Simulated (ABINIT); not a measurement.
# MgO2 (R-3m): a self-consistent loop beyond G0W0, cycle by cycle, part 3 of 3

How far does self-consistency move the gap of MgO2 (R-3m)?

ABINIT 10.8.3; LDA and many-body steps on it, plane waves. Known limits of the many-body steps: not at the basis limit; coarse k mesh.

So far. Step 10 (evGW, cycle 1): Against G0W0 in ABINIT (4×4×4 mesh, 48 bands, screening to 130.6 eV, Godby-Needs plasmon pole), the gap moves by +1.347 eV. Step 13 (evGW, cycle 2): Against the cycle before, the gap moves by +0.137 eV.

### Step 14. Screening, 4×4×4 mesh, 48 bands, screening to 130.6 eV

This step: RPA screening on LDA, plane waves, norm-conserving pseudopotentials.

File run.abi:

```
acell 3*1.0 Angstrom
rprim 
  1.604761016024 0.926509204586 3.493978874900
  -1.604761016024 0.926509204586 3.493978874900
  0.000000000000 -1.853018409173 3.493978874900
ntypat 2
znucl 12 8
natom 3
typat 1 2 2
xred 
  0.000000000000 0.000000000000 0.000000000000
  0.428786000000 0.428786000000 0.428786000000
  0.571214000000 0.571214000000 0.571214000000
pp_dirpath "pseudos"
pseudos "Mg.upf, O.upf"
ecut 38
ngkpt 4 4 4
nshiftk 1
shiftk 0 0 0
kptopt 1
chksymbreak 0
istwfk *1
occopt 1
irdwfk 1
optdriver 3
nband 48
ecuteps 4.8
inclvkb 2
awtr 1
symchi 1
gwcalctyp 10
mbpt_sciss 4.778 eV
nqptdm 1
qptdm 
  0 0 0
indata_prefix "in"
outdata_prefix "out"
tmpdata_prefix "tmp"
```

Command:

```sh
$ OMP_NUM_THREADS=1 mpirun -n 8 abinit run.abi > log
```

Numbers of over 12 decimals in the logs are rounded to 6 here.

The log of the run:

```text
.Version 10.8.3 of ABINIT. v10.8.2 released Aug 2026.

 Symmetries : space group R-3 m (#166); Bravais hR (rhombohedral)
[... echo of the input left out ...]
== DATASET  1 ==================================================================
-   mpi_nproc: 8, omp_nthreads: 1 (-1 if OMP is not activated)

--- !DatasetInfo
iteration_state: {dtset: 1, }
dimensions: {natom: 3, nkpt: 13, mband: 48, nsppol: 1, nspinor: 1, nspden: 1, mpw: 2370, }
cutoff_energies: {ecut:  38.0, pawecutdg:  -1.0, }
[...]
[... chi0 elements left out ...]
 For q-point:  0.000010 0.000020 0.000030
  dielectric constant =   2.6177
  dielectric constant without local fields =   2.8063

  Average fulfillment of the sum rule on Im[epsilon] for q-point    1 :     45.67  [%]
[... wings left out ...]
== END DATASET(S) ==============================================================
================================================================================

 -outvars: echo values of variables after computation  --------
           etotal      0.0000000000E+00
            nband          48
             nkpt          13
          spgroup         166
 [... the other variables as echoed above ...]

 Calculation completed.
```

Wall time 6.2 s (8 MPI ranks of Intel Xeon Platinum 8375C at 2.90GHz (Ice Lake), shared host); peak memory 1.1 GiB.

This step gave:

```
ε∞ with local fields, on this mesh, along the program's q direction : 2.618
the same without local fields                                       : 2.806
plasma frequency                                                    : 31.20 eV
plane waves in the screening matrix                                 : 97
```

This screening uses the functional's bands under a rigid shift, the mean opening of the cycle before.

### Step 15. Screening, 4×4×4 mesh, 48 bands, screening to 130.6 eV

This step: RPA screening on LDA from quasiparticle energies, plane waves, norm-conserving pseudopotentials.

run.abi: that of step 14 with these lines changed.

```diff
@@ -30,7 +30,18 @@
 symchi 1
+irdqps 1
 gwcalctyp 10
-mbpt_sciss 4.778 eV
-nqptdm 1
+nqptdm 12
 qptdm 
-  0 0 0
+  0.2500000000 0.0000000000 0.0000000000
+  0.5000000000 0.0000000000 0.0000000000
+  0.2500000000 0.2500000000 0.0000000000
+  0.5000000000 0.2500000000 0.0000000000
+  -0.2500000000 0.2500000000 0.0000000000
+  0.5000000000 0.5000000000 0.0000000000
+  0.2500000000 0.2500000000 0.2500000000
+  0.5000000000 0.2500000000 0.2500000000
+  -0.2500000000 0.2500000000 0.2500000000
+  0.5000000000 0.5000000000 0.2500000000
+  -0.2500000000 0.5000000000 0.2500000000
+  0.5000000000 0.5000000000 0.5000000000
 indata_prefix "in"
```

File mrgscr.stdin:

```
2
merged
q0_SCR
out_SCR
1
```

Command:

```sh
$ OMP_NUM_THREADS=1 mpirun -n 8 abinit run.abi > log; mrgscr < mrgscr.stdin
```

The log of the run:

```text
.Version 10.8.3 of ABINIT. v10.8.2 released Aug 2026.

 Symmetries : space group R-3 m (#166); Bravais hR (rhombohedral)
[... echo of the input left out ...]
== DATASET  1 ==================================================================
-   mpi_nproc: 8, omp_nthreads: 1 (-1 if OMP is not activated)

--- !DatasetInfo
iteration_state: {dtset: 1, }
dimensions: {natom: 3, nkpt: 13, mband: 48, nsppol: 1, nspinor: 1, nspden: 1, mpw: 2370, }
cutoff_energies: {ecut:  38.0, pawecutdg:  -1.0, }
[...]
q-point number  1        q = ( 0.250000, 0.000000, 0.000000) [r.l.u.]
--------------------------------------------------------------------------------
[... chi0 elements left out ...]
  Average fulfillment of the sum rule on Im[epsilon] for q-point    2 :     61.03  [%]

--------------------------------------------------------------------------------
  q-point number  2        q = ( 0.500000, 0.000000, 0.000000) [r.l.u.]
--------------------------------------------------------------------------------
[... chi0 elements left out ...]
  Average fulfillment of the sum rule on Im[epsilon] for q-point    3 :     52.88  [%]

 [... 10 further q-points ...]
```

Run time: 13 s. Hardware: 8 MPI ranks; peak memory 1.1 GiB.

This step gave:

- plasma frequency: 31.20 eV
- plane waves in the screening matrix: 97

This screening reads the quasiparticle levels of the cycle before.

### Step 16. evGW, cycle 3

This step: evGW on LDA, plane waves, norm-conserving pseudopotentials.

run.abi: that of step 15 with these lines changed.

```diff
@@ -24,12 +24,10 @@
 irdwfk 1
-optdriver 3
+optdriver 4
 nband 48
-ecuteps 4.8
-inclvkb 2
-awtr 1
-symchi 1
-irdqps 1
 gwcalctyp 10
-nqptdm 12
-qptdm 
+ecutsigx 38
+symsigma 1
+nkptgw 13
+kptgw 
+  0.0000000000 0.0000000000 0.0000000000
   0.2500000000 0.0000000000 0.0000000000
@@ -46,2 +44,20 @@
   0.5000000000 0.5000000000 0.5000000000
+bdgw 
+  7 19
+  7 19
+  7 19
+  7 19
+  7 19
+  7 19
+  7 19
+  7 19
+  7 19
+  7 19
+  7 19
+  7 19
+  7 19
+ecuteps 4.8
+irdscr 1
+ppmodel 1
+irdqps 1
 indata_prefix "in"
```

Command:

```sh
$ OMP_NUM_THREADS=1 mpirun -n 8 abinit run.abi > log
```

The log of the run:

```text
.Version 10.8.3 of ABINIT. v10.8.2 released Aug 2026.

 Symmetries : space group R-3 m (#166); Bravais hR (rhombohedral)
[... echo of the input left out ...]
== DATASET  1 ==================================================================
-   mpi_nproc: 8, omp_nthreads: 1 (-1 if OMP is not activated)

--- !DatasetInfo
iteration_state: {dtset: 1, }
dimensions: {natom: 3, nkpt: 13, mband: 48, nsppol: 1, nspinor: 1, nspden: 1, mpw: 2370, }
cutoff_energies: {ecut:  38.0, pawecutdg:  -1.0, }
[...]
.  kptgw no:  3; Maximum DeltaE = (  -0.010  -0.000) for band index: 11
[...]
.  kptgw no: 12; Maximum DeltaE = (   0.009   0.000) for band index:  2
.  kptgw no: 13; Maximum DeltaE = (  -0.014  -0.000) for band index:  8

== END DATASET(S) ==============================================================
================================================================================

 -outvars: echo values of variables after computation  --------
           etotal      0.0000000000E+00
            nband          48
             nkpt          13
          spgroup         166
 [... the other variables as echoed above ...]

 Calculation completed.
```

The job ended after 61 s (8 MPI ranks; peak memory 3 GiB).

This step gave:

```yaml
quasiparticle_gap_on_the_mesh: 6.524 eV
gap_of_the_density_functional_on_the_mesh: 2.137 eV
k_of_the_valence_top: 0.5, 0.5, 0.5
k_of_the_conduction_bottom: 0.5, 0.5, 0.5
least_direct_quasiparticle_gap_on_the_computed_points: 6.524 eV
```

Against the cycle before, the gap moves by +0.017 eV.

### Step 17. Screening, 4×4×4 mesh, 48 bands, screening to 130.6 eV

This step: RPA screening on LDA, plane waves, norm-conserving pseudopotentials.

File run.abi:

```
acell 3*1.0 Angstrom
rprim 
  1.604761016024 0.926509204586 3.493978874900
  -1.604761016024 0.926509204586 3.493978874900
  0.000000000000 -1.853018409173 3.493978874900
ntypat 2
znucl 12 8
natom 3
typat 1 2 2
xred 
  0.000000000000 0.000000000000 0.000000000000
  0.428786000000 0.428786000000 0.428786000000
  0.571214000000 0.571214000000 0.571214000000
pp_dirpath "pseudos"
pseudos "Mg.upf, O.upf"
ecut 38
ngkpt 4 4 4
nshiftk 1
shiftk 0 0 0
kptopt 1
chksymbreak 0
istwfk *1
occopt 1
irdwfk 1
optdriver 3
nband 48
ecuteps 4.8
inclvkb 2
awtr 1
symchi 1
gwcalctyp 10
mbpt_sciss 4.798 eV
nqptdm 1
qptdm 
  0 0 0
indata_prefix "in"
outdata_prefix "out"
tmpdata_prefix "tmp"
```

The log of the run:

```text
.Version 10.8.3 of ABINIT. v10.8.2 released Aug 2026.

 Symmetries : space group R-3 m (#166); Bravais hR (rhombohedral)
[... echo of the input left out ...]
== DATASET  1 ==================================================================
-   mpi_nproc: 8, omp_nthreads: 1 (-1 if OMP is not activated)

--- !DatasetInfo
iteration_state: {dtset: 1, }
dimensions: {natom: 3, nkpt: 13, mband: 48, nsppol: 1, nspinor: 1, nspden: 1, mpw: 2370, }
cutoff_energies: {ecut:  38.0, pawecutdg:  -1.0, }
[...]
[... chi0 elements left out ...]
 For q-point:  0.000010 0.000020 0.000030
  dielectric constant =   2.6155
  dielectric constant without local fields =   2.8037

  Average fulfillment of the sum rule on Im[epsilon] for q-point    1 :     45.69  [%]
[... wings left out ...]
== END DATASET(S) ==============================================================
================================================================================

 -outvars: echo values of variables after computation  --------
           etotal      0.0000000000E+00
            nband          48
             nkpt          13
          spgroup         166
 [... the other variables as echoed above ...]

 Calculation completed.
```

Run time: 6.6 s. Hardware: 8 MPI ranks; peak memory 1.1 GiB.

This step gave:

```
ε∞ with local fields, on this mesh, along the program's q direction : 2.615
the same without local fields                                       : 2.804
plasma frequency                                                    : 31.20 eV
plane waves in the screening matrix                                 : 97
```

This screening uses the functional's bands under a rigid shift, the mean opening of the cycle before.

### Step 18. Screening, 4×4×4 mesh, 48 bands, screening to 130.6 eV

This step: RPA screening on LDA from quasiparticle energies, plane waves, norm-conserving pseudopotentials.

run.abi: that of step 17 with these lines changed.

```diff
@@ -30,7 +30,18 @@
 symchi 1
+irdqps 1
 gwcalctyp 10
-mbpt_sciss 4.798 eV
-nqptdm 1
+nqptdm 12
 qptdm 
-  0 0 0
+  0.2500000000 0.0000000000 0.0000000000
+  0.5000000000 0.0000000000 0.0000000000
+  0.2500000000 0.2500000000 0.0000000000
+  0.5000000000 0.2500000000 0.0000000000
+  -0.2500000000 0.2500000000 0.0000000000
+  0.5000000000 0.5000000000 0.0000000000
+  0.2500000000 0.2500000000 0.2500000000
+  0.5000000000 0.2500000000 0.2500000000
+  -0.2500000000 0.2500000000 0.2500000000
+  0.5000000000 0.5000000000 0.2500000000
+  -0.2500000000 0.5000000000 0.2500000000
+  0.5000000000 0.5000000000 0.5000000000
 indata_prefix "in"
```

mrgscr.stdin is that of step 15.

Command:

```sh
$ OMP_NUM_THREADS=1 mpirun -n 8 abinit run.abi > log; mrgscr < mrgscr.stdin
```

The log of the run:

```text
.Version 10.8.3 of ABINIT. v10.8.2 released Aug 2026.

 Symmetries : space group R-3 m (#166); Bravais hR (rhombohedral)
[... echo of the input left out ...]
== DATASET  1 ==================================================================
-   mpi_nproc: 8, omp_nthreads: 1 (-1 if OMP is not activated)

--- !DatasetInfo
iteration_state: {dtset: 1, }
dimensions: {natom: 3, nkpt: 13, mband: 48, nsppol: 1, nspinor: 1, nspden: 1, mpw: 2370, }
cutoff_energies: {ecut:  38.0, pawecutdg:  -1.0, }
[...]
q-point number  1        q = ( 0.250000, 0.000000, 0.000000) [r.l.u.]
--------------------------------------------------------------------------------
[... chi0 elements left out ...]
  Average fulfillment of the sum rule on Im[epsilon] for q-point    2 :     61.07  [%]

--------------------------------------------------------------------------------
  q-point number  2        q = ( 0.500000, 0.000000, 0.000000) [r.l.u.]
--------------------------------------------------------------------------------
[... chi0 elements left out ...]
  Average fulfillment of the sum rule on Im[epsilon] for q-point    3 :     52.90  [%]

 [... 10 further q-points ...]
```

Elapsed: 20 s, on 8 MPI ranks; peak memory 1.1 GiB; 2.6 min of CPU time.

This step gave:

```
plasma frequency                    : 31.20 eV
plane waves in the screening matrix : 97
```

This screening reads the quasiparticle levels of the cycle before.

### Step 19. evGW, cycle 4

This step: evGW on LDA, plane waves, norm-conserving pseudopotentials.

run.abi: that of step 18 with these lines changed.

```diff
@@ -24,12 +24,10 @@
 irdwfk 1
-optdriver 3
+optdriver 4
 nband 48
-ecuteps 4.8
-inclvkb 2
-awtr 1
-symchi 1
-irdqps 1
 gwcalctyp 10
-nqptdm 12
-qptdm 
+ecutsigx 38
+symsigma 1
+nkptgw 13
+kptgw 
+  0.0000000000 0.0000000000 0.0000000000
   0.2500000000 0.0000000000 0.0000000000
@@ -46,2 +44,20 @@
   0.5000000000 0.5000000000 0.5000000000
+bdgw 
+  7 19
+  7 19
+  7 19
+  7 19
+  7 19
+  7 19
+  7 19
+  7 19
+  7 19
+  7 19
+  7 19
+  7 19
+  7 19
+ecuteps 4.8
+irdscr 1
+ppmodel 1
+irdqps 1
 indata_prefix "in"
```

Command:

```sh
$ OMP_NUM_THREADS=1 mpirun -n 8 abinit run.abi > log
```

The log of the run:

```text
.Version 10.8.3 of ABINIT. v10.8.2 released Aug 2026.

 Symmetries : space group R-3 m (#166); Bravais hR (rhombohedral)
[... echo of the input left out ...]
== DATASET  1 ==================================================================
-   mpi_nproc: 8, omp_nthreads: 1 (-1 if OMP is not activated)

--- !DatasetInfo
iteration_state: {dtset: 1, }
dimensions: {natom: 3, nkpt: 13, mband: 48, nsppol: 1, nspinor: 1, nspden: 1, mpw: 2370, }
cutoff_energies: {ecut:  38.0, pawecutdg:  -1.0, }
[...]
.  kptgw no:  3; Maximum DeltaE = (  -0.001   0.000) for band index: 11
[...]
.  kptgw no: 12; Maximum DeltaE = (   0.001   0.000) for band index: 13
.  kptgw no: 13; Maximum DeltaE = (  -0.001   0.000) for band index:  8

== END DATASET(S) ==============================================================
================================================================================

 -outvars: echo values of variables after computation  --------
           etotal      0.0000000000E+00
            nband          48
             nkpt          13
          spgroup         166
 [... the other variables as echoed above ...]

 Calculation completed.
```

It took 1.8 min on 8 MPI ranks; peak memory 3 GiB.

Numbers from this step:

* quasiparticle gap on the mesh: 6.528 eV
* gap of the density functional on the mesh: 2.137 eV
* k of the valence top: 0.5, 0.5, 0.5
* k of the conduction bottom: 0.5, 0.5, 0.5
* least direct quasiparticle gap on the computed points: 6.528 eV

Against the cycle before, the gap moves by +0.004 eV.

### Step 20. The runs together

Times are wall times on 8 MPI ranks of Intel Xeon Platinum 8375C at 2.90GHz (Ice Lake), shared host, good to a factor of about two. A run's time includes the screening step that it read.

| run | mesh | bands | screening cutoff (eV) | DFT gap (eV) | gap on the mesh (eV) | direct (eV) | ε∞ used | time |
| --- | --- | --- | --- | --- | --- | --- | --- | --- |
| G0W0 | 4×4×4 | 48 | 130.6 | 2.137 | 5.023 | 5.023 | 3.54 | 37 s |
| evGW0, cycle 1 | 4×4×4 | 48 | 130.6 | 2.137 | 5.720 | 5.720 | 3.54 | 98 s |
| evGW0, cycle 2 | 4×4×4 | 48 | 130.6 | 2.137 | 5.519 | 5.519 | 3.54 | 80 s |
| evGW0, cycle 3 | 4×4×4 | 48 | 130.6 | 2.137 | 5.522 | 5.522 | 3.54 | 91 s |
| evGW, cycle 1 | 4×4×4 | 48 | 130.6 | 2.137 | 6.370 | 6.370 | 2.75 | 80 s |
| evGW, cycle 2 | 4×4×4 | 48 | 130.6 | 2.137 | 6.507 | 6.507 | 2.63 | 92 s |
| evGW, cycle 3 | 4×4×4 | 48 | 130.6 | 2.137 | 6.524 | 6.524 | 2.62 | 80 s |
| evGW, cycle 4 | 4×4×4 | 48 | 130.6 | 2.137 | 6.528 | 6.528 | 2.62 | 2.2 min |

### Step 21. What came out

```
G0W0           : 5.023 eV
evGW0, cycle 1 : 5.720 eV
evGW0, cycle 2 : 5.519 eV
evGW0, cycle 3 : 5.522 eV
evGW, cycle 1  : 6.370 eV
evGW, cycle 2  : 6.507 eV
evGW, cycle 3  : 6.524 eV
evGW, cycle 4  : 6.528 eV
known limits   : not at the basis limit; coarse k mesh
```

What this shows: Only the bands that the input lists are updated; the others, empty or deep, keep the functional's energies or take a rigid shift. The evGW loop starts from the last levels of evGW0, so its cycles and time come on top of those. evGW0 ends at 5.52 eV, +0.50 eV from G0W0, after 3 cycles that took 3 min beside the first screening; the last moved the gap by 0.003 eV. evGW ends at 6.53 eV, +1.50 eV from G0W0, after 4 cycles that took 6.4 min beside the first screening; the last moved the gap by 0.004 eV. The first cycle of evGW0 takes the full correction, without the factor Z, so it overshoots the one-shot value. Bands and cutoff are finite, so the gap is not at the basis limit. The miss can reach some tenths of an eV and take either sign; the mesh is an error of its own. The 4×4×4 mesh is coarse for this cell, which bears on the long-range parts of exchange and screening. In the updated screening the q = 0 part is built from Kohn-Sham bands under a rigid shift, the other q from the quasiparticle levels.

[Paths, hosts, dates, memory and timing lines, banners, echoed tables and standing remarks are left out of the program output.]

[Logs are printed without paths, hosts, clocks, repeated set-up lines and the standing remarks that a program may print on its own settings, such as how far it seeks lower states.]

[Runs of the session that timed out or met a known fault of the program may be left out.]

[Hosts, paths, dates, database ids (printed as entryN), source tags and the programs' standing remarks are cut or masked in the printed files.]

[G0W0 gaps are taken among the corrected bands and points alone; a level outside them can change the order at an edge.]

[Where Ansatz stands beside ABINIT at settings called matched, ABINIT's density can come from a denser mesh and the files from another edition; pairs whose starting gaps differed by over 0.03 eV were left out, so agreement reads better than it is.]
